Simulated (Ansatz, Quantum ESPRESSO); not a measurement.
# Evanescent states of Si, diamond type, lattice constant set to 5.47 Å, part 3 of 3

Aim: how fast states decay in the gap of Si, diamond type, lattice constant set to 5.47 Å.

Quantum ESPRESSO 7.5; plane-wave DFT, PBE, GBRV ultrasoft pseudopotentials; cross-check by Ansatz 0.2.0 with PAW datasets.

So far. Step 2 (Ground state): The run needed 8 iterations to bring the estimated error under 1e-09 Ry.

### Step 4. Complex bands with pwcond.x, with nz1 = 1

Level of this step: complex band structure by pwcond; plane-wave DFT, PBE, GBRV ultrasoft pseudopotentials (Quantum ESPRESSO).

How much does a setting matter? One run is repeated with a change.

File cbs.w.in:

```
&inputcond
  outdir = './out'
  prefixl = 'scf'
  band_file = 'cbs.w'
  ikind = 0
  ewind = 4.0
  epsproj = 1e-05
  nz1 = 1
  energy0 = 4.48
  denergy = -0.16
/
4
  0.00000000 0.00000000 1.00000000
  0.50000000 0.00000000 1.00000000
  0.50000000 0.50000000 1.00000000
  0.25000000 0.00000000 1.00000000
41
```

Started as:

```console
$ OMP_NUM_THREADS=1 mpirun -n 2 pwcond.x -in cbs.w.in > cbs.w.out
```

Numbers of over 12 decimals in the logs are rounded to 6 here.

The program printed:

```text
[banner, memory and clock lines left out]
Program PWCOND v.7.5 starts
[citation notice left out]

[...]
./out/scf.save/

     IMPORTANT: XC functional enforced from input :
     Exchange-correlation= PBE
                           (   1   4   3   4   0   0   0)
     Any further DFT definition will be discarded
     Please, verify this is what you really want

     Reading collected, re-writing distributed wavefunctions

===== INPUT FILE containing the left lead =====

     GEOMETRY:

     lattice parameter (alat)  =       7.3092  a.u.
     the volume                =     552.2409 (a.u.)^3
     the cross section         =      53.4247 (a.u.)^2
     l of the unit cell        =       1.4142 (alat)
     number of atoms/cell      =            4
     number of atomic types    =            1

     crystal axes: (cart. coord. in units of alat)
               a(1) = (  1.0000  0.0000  0.0000 )
               a(2) = (  0.0000  1.0000  0.0000 )
               a(3) = (  0.0000  0.0000  1.4142 )

   Cartesian axes

     site n.     atom                  positions (alat units)
          1        Si     tau(  1)=(  0.0000  0.0000  1.4142  )
          2        Si     tau(  2)=(  0.5000  0.0000  0.3536  )
          3        Si     tau(  3)=(  0.5000  0.5000  0.7071  )
          4        Si     tau(  4)=(  0.0000  0.5000  1.0607  )

     nr1s                      =           30
     nr2s                      =           30
     nr3s                      =           45
     nr1sx                     =           30
     nr2sx                     =           30
     nr3sx                     =           45
     nr1                       =           36
     nr2                       =           36
     nr3                       =           48
     nr1x                      =           36
     nr2x                      =           36
     nr3x                      =           48

 _______________________________
  Radii of nonlocal spheres:

     type       ibeta     ang. mom.          radius (alat units)
       Si         1         0                    0.2358
       Si         2         0                    0.2358
       Si         3         1                    0.2358
       Si         4         1                    0.2358
       Si         5         2                    0.2358
       Si         6         2                    0.2358
----- General information -----

----- Complex band structure calculation -----

     nrx                       =           30
     nry                       =           30
     nz1                       =            1

     energy0               =         4.5E+00
     denergy               =        -1.6E-01
     nenergy               =         41
     ecut2d                =         4.0E+01
     ewind                 =         4.0E+00
     epsproj               =         1.0E-05

     number of k_|| points=    4
                       cryst. coord.
        k(    1) = (   0.0000000   0.0000000), wk =   0.2500000
        k(    2) = (   0.5000000   0.0000000), wk =   0.2500000
        k(    3) = (   0.5000000   0.5000000), wk =   0.2500000
        k(    4) = (   0.2500000   0.0000000), wk =   0.2500000
----- Information about left lead -----

     nocros                   =           18
     noins                    =           54
     norb                     =           90
     norbf                    =           90
     nrz                      =           45

      iorb      type   ibeta   ang. mom.   m       position (alat)
        1        1       1        0        1   taunew(   1)=(  0.0000  0.0000  0.0000)
        2        1       2        0        1   taunew(   2)=(  0.0000  0.0000  0.0000)
[...]
90        1       6        2        5   taunew(  90)=(  0.0000  0.0000  1.4142)
 ngper, shell number =          177          27
 ngper, n2d =          177         118
---  E-Ef =    4.4800000  k =    0.0000000   0.0000000
---  ie =          1  ik =          1
 Nchannels of the left tip =            2
 Right moving states:
   k1(2pi/a)   k2(2pi/a)   E-Ef (eV)
   0.3567376   0.0000000   4.4800000
   0.3567376   0.0000000   4.4800000
 Left moving states:
   k1(2pi/a)   k2(2pi/a)   E-Ef (eV)
  -0.3567376   0.0000000   4.4800000
  -0.3567376   0.0000000   4.4800000

---  E-Ef =    4.3200000  k =    0.0000000   0.0000000
---  ie =          2  ik =          1
 Nchannels of the left tip =            2
 Right moving states:
   k1(2pi/a)   k2(2pi/a)   E-Ef (eV)
   0.3366610   0.0000000   4.3200000
   0.3366610   0.0000000   4.3200000
 Left moving states:
   k1(2pi/a)   k2(2pi/a)   E-Ef (eV)
  -0.3366653   0.0000000   4.3200000
  -0.3366653   0.0000000   4.3200000
[... further energies and points left out ...]
---  E-Ef =   -1.7600000  k =    0.2500000   0.0000000
---  ie =         40  ik =          4
 Nchannels of the left tip =            2
 Right moving states:
   k1(2pi/a)   k2(2pi/a)   E-Ef (eV)
   0.4301659   0.0000000  -1.7600000
  -0.4912241  -0.0000000  -1.7600000
 Left moving states:
   k1(2pi/a)   k2(2pi/a)   E-Ef (eV)
  -0.4301659  -0.0000000  -1.7600000
   0.4912241  -0.0000000  -1.7600000

---  E-Ef =   -1.9200000  k =    0.2500000   0.0000000
---  ie =         41  ik =          4
 Nchannels of the left tip =            2
 Right moving states:
   k1(2pi/a)   k2(2pi/a)   E-Ef (eV)
   0.3680334   0.0000000  -1.9200000
   0.4856173   0.0000000  -1.9200000
 Left moving states:
   k1(2pi/a)   k2(2pi/a)   E-Ef (eV)
  -0.3680334   0.0000000  -1.9200000
  -0.4856173  -0.0000000  -1.9200000

[...]
```

The job ended after 2.3 min (2 MPI ranks of Arm Neoverse V2, shared host; peak memory 0.13 GiB).

The changed values were drawn from a wide range, not chosen for quality; the comparison shows what they did here together.

Beside the run it was changed from:

```csv
quantity,this run,unchanged run,difference
peak of the smallest κ at the zone centre (Å⁻¹),0.132,0.13,0.0020
"peak of the smallest κ at (1/2, 0) (Å⁻¹)",0.17,0.169,0.0010
wall time (s),140,168,
```

The physical values in this table move by up to 1.5 %.

### Step 5. Cross-check with Ansatz

A second code with its own PAW datasets, on the same atoms.

Level of this step: plane-wave DFT, PBE, Ansatz PAW (Ansatz 0.2.0).

File input.yaml:

```yaml
crystal:
  lattice:
    - [3.8678740931, 0.0, 0.0]
    - [0.0, 3.8678740931, 0.0]
    - [0.0, 0.0, 5.47]
  atoms:
    - { symbol: Si, position: [0.0, 0.0, 0.0] }
    - { symbol: Si, position: [0.5, 0.0, 0.25] }
    - { symbol: Si, position: [0.5, 0.5, 0.5] }
    - { symbol: Si, position: [0.0, 0.5, 0.75] }
kpoints:
  mp_grid: { grid: [6, 6, 6] }
hamiltonian:
  xc: pbe
scf:
  occupations: { method: fixed }
  convergence: { dr2_threshold: 1.0e-09 }
output:
  transmission:
    leads: [[0, 0]]
    kpoints: [[0, 0], [0.5, 0], [0.5, 0.5], [0.25, 0]]
    e_range: [-1.92, 4.48]
    de: 0.16
```

Started as:

```console
$ ansatz run input.yaml --threads 2 --pin off --max-ram 4096MiB --backend cpu --events-out ev --progress --plain --runs-dir out
```

The program printed:

```text
Engine: ansatz 0.2.0, aarch64-unknown-linux-gnu
Pseudopotentials: kind: paw
Pseudopotential: Si, paw, valence charge 4, recommended cutoff 420 eV (normal), Si.paw.azcp
Functional definition: PBE
  parameter kappa = 0.804
  parameter beta = 0.066725
  exchange = pbe_x(kappa = kappa, mu = beta*pi^2/3)
  correlation = pbe_c(beta = beta)
Crystal: 4 atoms, lattice volume = 81.834 Å³
Basis set: ecut = 420 eV, 1611 PW (Γ)
Bands: 12, of which v1, the nominal top of the filled ones, is band 8 counted from 1 (7 counted from 0)
Symmetry: 32 space group operations
Space group: Fd-3m (ITA 227), of the structure as read, at distance tolerance 4.3e-5 Å
k-points: 40 of 216
Non-local potential: Si, projectors of the file, l = 0: 2, l = 1: 2, l = 2: 2
PAW form: soft (Blöchl's): semilocal exchange-correlation on the pseudo side does not see the compensation charge
PAW one-centre angular grid: Si, 110 points (default); XC on 64 Gauss nodes
Initial density: superposition of atomic densities (neutral atoms: chi_scale 0, normalization atom), corrected by the library's trained network
Initial wavefunctions: pseudopotential atomic-orbital guess
Functional: x = pbe(κ = 0.804, μ = 0.219515), c = pbe(β = 0.066725)
SCF iter   1: F=—  HF=-2543.224033 eV  |F-HF|=—  |Δ(HF+E_count)|=         —  Δρ=1.18e-3  dr2=6.86e-4  ethr=1.77e-3  ⟨swp⟩=4.3  Hψ=2794  notcnv=0  defer=67
preconditioner: auto → none  [insulator: Δε(μ)=0.607 eV  Ē_g=7.847 eV  n_scr=14 (ndim 8)  ℏωp=16.4 eV  f_vac=0.000  ε∞_Penn≈5.4]
SCF iter   2: F=—  HF=-2543.224676 eV  |F-HF|=—  |Δ(HF+E_count)|=   6.43e-4  Δρ=5.24e-4  dr2=1.27e-4  ethr=4.29e-6  ⟨swp⟩=2.2  Hψ=1173  notcnv=0  defer=71
SCF iter   3: F=—  HF=-2543.224768 eV  |F-HF|=—  |Δ(HF+E_count)|=   9.22e-5  Δρ=6.72e-5  dr2=2.38e-6  ethr=7.93e-7  ⟨swp⟩=2.1  Hψ=811  notcnv=0  defer=63
SCF iter   4: F=—  HF=-2543.224773 eV  |F-HF|=—  |Δ(HF+E_count)|=   4.22e-6  Δρ=1.09e-5  dr2=5.59e-8  ethr=1.49e-8  ⟨swp⟩=2.0  Hψ=800  notcnv=0  defer=30
SCF iter   5: F=—  HF=-2543.224769 eV  |F-HF|=—  |Δ(HF+E_count)|=   3.67e-6  Δρ=7.54e-7  dr2=2.22e-10  ethr=3.49e-10  ⟨swp⟩=2.2  Hψ=796  notcnv=0
SCF iter   6: F=-2543.224769 eV  HF=-2543.224769 eV  |F-HF|=9.09e-13  |Δ(HF+E_count)|=  5.71e-10  Δρ=9.47e-8  dr2=5.67e-12  ethr=1.39e-12  ⟨swp⟩=2.9  Hψ=2257  notcnv=0
SCF 1 converged in 6 iterations: F = -2543.224769 eV  dr2 = 5.67e-12
  greatest PAW one-centre occupation: 0.632 electrons in one spin orbital (limit 2), on the Si atom at site 3 (counted from 0), in its partial waves of l = 0
transmission: 9 of 36 steps passed
transmission: 18 of 36 steps passed
transmission: 27 of 36 steps passed
transmission: 36 of 36 steps passed
SCF converged after 6 iterations
Free energy (F): -2543.224769 eV
Harris-Foulkes:  -2543.224769 eV  (|F-HF|=9.09e-13)
Internal energy: -2543.224769 eV  (E = F + TS)
E sigma→0 (E₀):  -2543.224769 eV
Fermi energy:    6.006912 eV
--- Per-component energies (eV) ---
  E_band       = 16.091078
  E_kinetic    = 160.345772
  E_local      = -112.340925  (includes V_loc(G=0)·N_el)
  E_nonlocal   = 103.484034
  E_hartree    = 30.389392
  E_xc         = -220.249032
  E_vxc        = -186.315445  (∫ρ·V_xc dr)
  E_paw        = -2051.074250  (= ΣΔE_a)
  E_vpaw       = -9.861148  (= ΣTr[D̂ρ^β])
  E_aug_tail   = 0.000026  (compensation charges beyond the density's cutoff)
  E_ewald      = -453.779786
  E_smearing   = -0.000000  (= −TS)
  E_closure    = 0.000000  (closes the sum)
  Σ components = -2543.224769   (vs F -2543.224769, Δ=0.00e0)
--- Band table (eV; the first three rows and the last of 40) ---
  k-point 0: bands = [... 4 lower, 3.2118, 6.0065, 6.0069, 6.0069, 6.7566, 6.7566, 8.5574, 8.5577]
  k-point 1: bands = [... 4 lower, 3.3195, 5.2955, 5.5880, 5.5880, 6.6147, 7.2208, 8.2888, 9.1231]
  k-point 2: bands = [... 4 lower, 3.6390, 3.9495, 4.8412, 4.8412, 6.7623, 7.7165, 8.0261, 10.2086]
  k-point 39: bands = [... 4 lower, 2.2460, 2.2460, 2.2460, 2.2460, 10.2754, 10.2754, 10.2754, 10.2754]
--- Transmission ---
  basis      : 137 plane waves across, 9 finite elements along
  points     : 4, as listed
  energies   : 41 from -1.920000 to 4.480000 eV about the Fermi level, 0.160000 eV apart; the leads are filled to 0.303900 eV, and channels, transmission and decay are at 0.320000 eV
  crystal 0  : Si4, at the sites [0, 0], period 5.4700 Å: whole cells are its period
    offset         : up to 0.0000 Å between an atom of the period and one for which it stands
    channels       : 0.000000e0 a spin
    conductance    : none, the energies end too early or step too widely for 300 K: set another output.transmission.e_range or a lower de, or, where they end at an eighth of basis.ecutwfc, a higher one
    slowest decay  : 0.1090 /Å at (0.0000, 0.0000)
```

It took 22 s on 2 threads; peak memory 0.4 GiB.

Read from the output:

| Quantity | Value |
| --- | --- |
| free energy | -2543.2248 eV |
| gap by band count | 0.6078 eV |
| symmetry operations | 32 |
| slowest decay at the grid energy nearest mid-gap | 0.109 Å⁻¹ |
| peak of the smallest κ at the zone centre | 0.1295 Å⁻¹ |
| peak of the smallest κ at (1/2, 0) | 0.1688 Å⁻¹ |
| peak of the smallest κ at (1/4, 0) | 0.1769 Å⁻¹ |
| valence top, on the run's zero | 6.007 eV |

K across = (0, 0) in the cell's reciprocal vectors; values within 0.0025 1/Å of each other count once, columns are sorted by size at each energy, a dash where no further value was kept. Table of Im kz of the slowest decaying states by energy, zero at the highest filled level of the SCF mesh:

```csv
energy (eV),decay 1 (Å⁻¹),decay 2 (Å⁻¹),decay 3 (Å⁻¹)
-1.92,0.783,-,-
-1.76,0.758,-,-
-1.60,0.732,-,-
-1.44,0.706,-,-
-1.28,0.678,-,-
-1.12,0.649,-,-
-0.96,0.619,-,-
-0.64,0.553,-,-
-0.48,0.517,1.50,-
-0.32,0.478,1.48,-
-0.16,0.435,1.47,-
0.00,0.00331,0.388,-
0.16,0.0794,0.102,0.333
0.32,0.109,0.138,0.268
0.48,0.129,0.161,0.179
0.64,0.145,0.177,1.39
0.80,0.156,0.188,1.38
0.96,0.165,0.194,1.36
1.12,0.172,0.197,1.35
1.44,0.178,0.194,1.31
1.60,0.178,0.188,1.30
1.76,0.177,1.28,1.41
1.92,0.165,0.174,1.26
2.08,0.148,0.168,1.24
2.24,0.124,0.161,1.23
2.40,0.0888,0.151,1.21
2.56,0.0343,0.137,1.19
2.72,0.120,0.140,1.17
2.88,0.0956,0.189,1.15
3.04,0.0562,0.223,1.13
3.20,0.250,1.11,1.27
3.52,0.287,1.07,1.24
3.68,0.301,1.05,1.23
3.84,0.312,1.03,1.21
4.00,0.320,1.01,1.20
4.16,0.327,0.989,1.18
4.32,0.0343,0.332,0.966
4.48,0.0722,0.336,0.943
```

K across = (0, 0) in the cell's reciprocal vectors. The Re kz of states that move upwards by energy, zero at the highest filled level of the SCF mesh:

```csv
energy (eV),channel 1 (Å⁻¹),channel 2 (Å⁻¹),channel 3 (Å⁻¹),channel 4 (Å⁻¹)
-1.92,-0.365,0.552,0.552,-
-1.60,-0.500,-0.500,-0.321,-
-1.44,-0.455,-0.455,-0.299,-
-1.12,-0.371,-0.371,-0.254,-
-0.96,-0.331,-0.331,-0.230,-
-0.64,-0.250,-0.250,-0.180,-
-0.32,-0.163,-0.163,-0.121,-
-0.16,-0.111,-0.111,-0.0835,-
0.00,-,-,-,-
0.16,-,-,-,-
0.32,-,-,-,-
0.64,-0.0960,0.277,-,-
0.96,0.104,0.495,-,-
1.12,0.162,0.564,-,-
1.44,-0.470,0.254,-,-
1.60,-0.418,0.293,-,-
1.92,-0.316,0.363,-,-
2.24,-0.208,0.425,-,-
2.40,-0.140,0.454,-,-
2.72,0.0991,0.0991,0.508,-
2.88,0.141,0.141,0.534,-
3.20,-0.564,0.0602,0.207,0.207
3.52,-0.513,0.141,0.263,0.263
3.68,-0.488,0.173,0.289,0.289
4.00,-0.431,0.235,0.339,0.339
4.16,-0.395,0.273,0.363,0.363
4.48,0.410,0.410,-,-
```

K across = (1/2, 0) in the cell's reciprocal vectors; values within 0.0025 1/Å of each other count once, columns are sorted by size at each energy, a dash where no further value was kept. The Im kz of the slowest decaying states by energy, zero at the highest filled level of the SCF mesh:

```csv
energy (eV),decay 1 (Å⁻¹),decay 2 (Å⁻¹),decay 3 (Å⁻¹)
-1.92,0.633,1.10,-
-1.60,0.483,1.06,-
-1.28,1.02,-,-
-0.96,0.0928,0.372,0.980
-0.64,0.135,0.477,0.938
-0.32,0.157,0.519,0.894
-0.16,0.164,0.529,0.871
0.00,0.168,0.536,0.847
0.16,0.169,0.538,0.823
0.48,0.164,0.535,0.772
0.80,0.148,0.523,0.717
1.12,0.116,0.504,0.657
1.44,0.0299,0.479,0.590
1.76,0.447,0.510,-
2.08,0.406,-,-
2.40,0.184,0.359,-
2.72,0.188,0.297,-
2.88,0.191,0.259,1.49
3.20,0.147,0.152,1.46
3.52,0.236,1.42,-
3.84,0.305,1.39,-
4.16,0.334,1.36,-
4.48,0.347,1.32,-
```

K across = (1/2, 1/2) in the cell's reciprocal vectors; values within 0.0025 1/Å of each other count once, columns are sorted by size at each energy, a dash where no further value was kept. The Im kz of the slowest decaying states by energy, zero at the highest filled level of the SCF mesh:

```csv
energy (eV),Im kz of the slowest decaying states (Å⁻¹)
-1.92,0.230
-1.60,0.245
-1.28,0.249
-0.96,0.245
-0.64,0.234
-0.32,0.216
-0.16,0.203
0.00,0.188
0.16,0.170
0.48,0.119
0.80,-
1.12,-
1.44,-
1.76,-
2.08,-
2.40,-
2.72,-
2.88,-
3.20,-
3.52,-
3.84,-
4.16,-
4.48,0.0300
```

K across = (1/4, 0) in the cell's reciprocal vectors; values within 0.0025 1/Å of each other count once, columns are sorted by size at each energy, a dash where no further value was kept. Im kz of the slowest decaying states against energy, zero at the highest filled level of the SCF mesh:

```csv
energy (eV),decay 1 (Å⁻¹),decay 2 (Å⁻¹),decay 3 (Å⁻¹)
-1.92,0.0832,0.869,1.25
-1.76,0.0661,0.846,1.23
-1.44,0.800,1.19,1.26
-1.28,0.776,1.17,1.24
-0.96,0.725,1.13,1.20
-0.80,0.699,1.11,1.18
-0.64,0.0680,0.671,1.09
-0.32,0.130,0.613,1.05
-0.16,0.137,0.146,0.581
0.00,0.159,0.198,0.548
0.32,0.173,0.271,0.474
0.48,0.176,0.295,0.431
0.80,0.175,0.329,0.890
0.96,0.171,0.263,0.341
1.12,0.164,0.169,0.350
1.44,0.140,0.359,0.787
1.60,0.120,0.360,0.760
1.76,0.0911,0.358,0.732
2.08,0.345,0.677,0.749
2.24,0.332,0.649,0.718
2.56,0.101,0.288,0.596
2.72,0.110,0.252,0.571
2.88,0.108,0.199,0.549
3.20,0.0413,0.0554,0.495
3.36,0.448,0.493,0.825
3.52,0.396,0.478,0.800
3.84,0.161,0.266,0.450
4.00,0.169,0.199,0.436
4.32,0.254,0.408,0.644
4.48,0.280,0.393,0.597
```

### Step 6. The arithmetic

T falls as exp(−2κd). With κ = 0.107 1/Å, 10 Å of barrier pass exp(−2 × 0.107 × 10) = 0.12 of that channel, interfaces aside.

### Step 7. Outcome

```yaml
gap_on_the_scf_mesh: 0.62 eV
smallest_kappa_at_mid_gap_among_the_four_k_points_at_the_zone_centre: 0.107 Å⁻¹
peak_of_the_smallest_kappa_in_the_stop_band_at_the_zone_centre: 0.130 Å⁻¹
peak_of_the_smallest_kappa_in_the_stop_band_at_1_over_2_0: 0.169 Å⁻¹
peak_of_the_smallest_kappa_in_the_stop_band_at_1_over_4_0: 0.177 Å⁻¹
peak_at_the_zone_centre_by_ansatz: 0.129 Å⁻¹
```

With a gap of 0.62 eV on the mesh, the smallest κ at mid-gap among the four k points, at the zone centre is 0.107 Å⁻¹ (PBE, GBRV ultrasoft). For a barrier with the Fermi level at mid-gap the slowest state found, at the zone centre, loses a factor of ten in probability every 11 Å or so. Stop bands away from the zone centre are mostly wider than the gap, so their peaks can lie above the conduction bottom. At the zone centre pwcond's peak is 0.130 and Ansatz's 0.129 1/Å, 0 % apart. The gap holds only 3 points of the energy grid, so peaks are resolved roughly. The cell is the a/√2 one, turned by 45°, with two primitive cells, so X along [001] folds onto kz = 0. A semilocal gap is too small, often by a third to a half and by more in narrow-gap crystals, so real barriers decay faster.

[Logs are printed without paths, hosts, clocks, repeated set-up lines and the standing remarks that a program may print on its own settings, such as how far it seeks lower states.]

[Hosts, paths, dates, database ids (printed as entryN), source tags and the programs' standing remarks are cut or masked in the printed files.]

[Maps of the electrostatic potential energy from Ansatz leave out the sawtooth potential of an applied field or a dipole correction, so their vacuum need not be flat; planar profiles and work functions include it.]
